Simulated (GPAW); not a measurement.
# ZnS (P6_3mc): refractive index against wavelength

The refractive index of ZnS (P6_3mc) along x below the direct gap (1.99 eV on the mesh) is read from one computed spectrum, n = √(Re ε). x, y and z are the Cartesian axes of the input cell.

It takes space group P6_3mc (No. 186, hexagonal). Conventional cell: a = 3.811 Å, b = 3.811 Å, c = 6.234 Å, α = 90.00°, β = 90.00°, γ = 120.00°. Zn on site b has 4 S at 2.31 to 2.40 Å as nearest neighbours. Around S on site b lie 4 Zn at 2.31 to 2.40 Å.

Method: GPAW 26.7.0, LDA, RPA, k-mesh 9×9×5, local fields up to 50 eV, Lorentzian half width 0.15 eV.

Launch of the response step: `OMP_NUM_THREADS=1 python df.py`. The run took 5.4 min, its band step included, on 1 thread of Arm Neoverse V2, with other jobs on the host.

```tsv
wavelength (nm)	photon energy E (eV)	n
3000	0.413	2.4437
2000	0.620	2.4525
1550	0.800	2.4634
1310	0.946	2.4749
1064	1.165	?
```

In the single-oscillator model n² − 1 = E₀E_d/(E₀² − E²), so 1/(n² − 1) = E₀/E_d − E²/(E₀E_d) is linear in E².

Working, on the rows shown:

| x = E² (eV²) | y = 1/(n² − 1) |
| --- | --- |
| 0.170801 | 0.20114 |
| 0.384302 | 0.199411 |
| 0.639837 | 0.197303 |
| 0.895757 | 0.195117 |

Means: x̄ = 0.52267, ȳ = 0.19824. Σ(x − x̄)(y − ȳ) = -0.002457, Σ(x − x̄)² = 0.2959. Slope = -0.002457 / 0.2959 = -0.008305; intercept = ȳ − slope · x̄ = 0.20258. Turned back into n, the line misses the rows shown by at most 0.00017.

Q: Predict the last column of the withheld row from the fit.

A: At x = 1.3578 the line gives y = 0.19131, that is 2.4954. The run gave 2.4971, so the extrapolation is off by 0.0017, 3 % of the range in the table.

Refitted with all rows, the slope is -0.008542 and the intercept 0.20269. These give E₀ = √(intercept/−slope) = 4.87 eV and E_d = E₀/intercept = 24.0 eV; E₀ is 2.4 times the direct gap. The electronic limit at long wavelengths, without lattice vibrations, is n = √(1 + 1/intercept) = 2.436. The cell comes from an older database entry, whose edges can be off by a per cent or so. Excitons are left out; LDA gaps are as a rule too small. The values come from a sum over the points of one k-mesh and carry its error, which grows as the direct gap shrinks.

[Logs are printed without paths, hosts, clocks, repeated set-up lines and the standing remarks that a program may print on its own settings, such as how far it seeks lower states.]
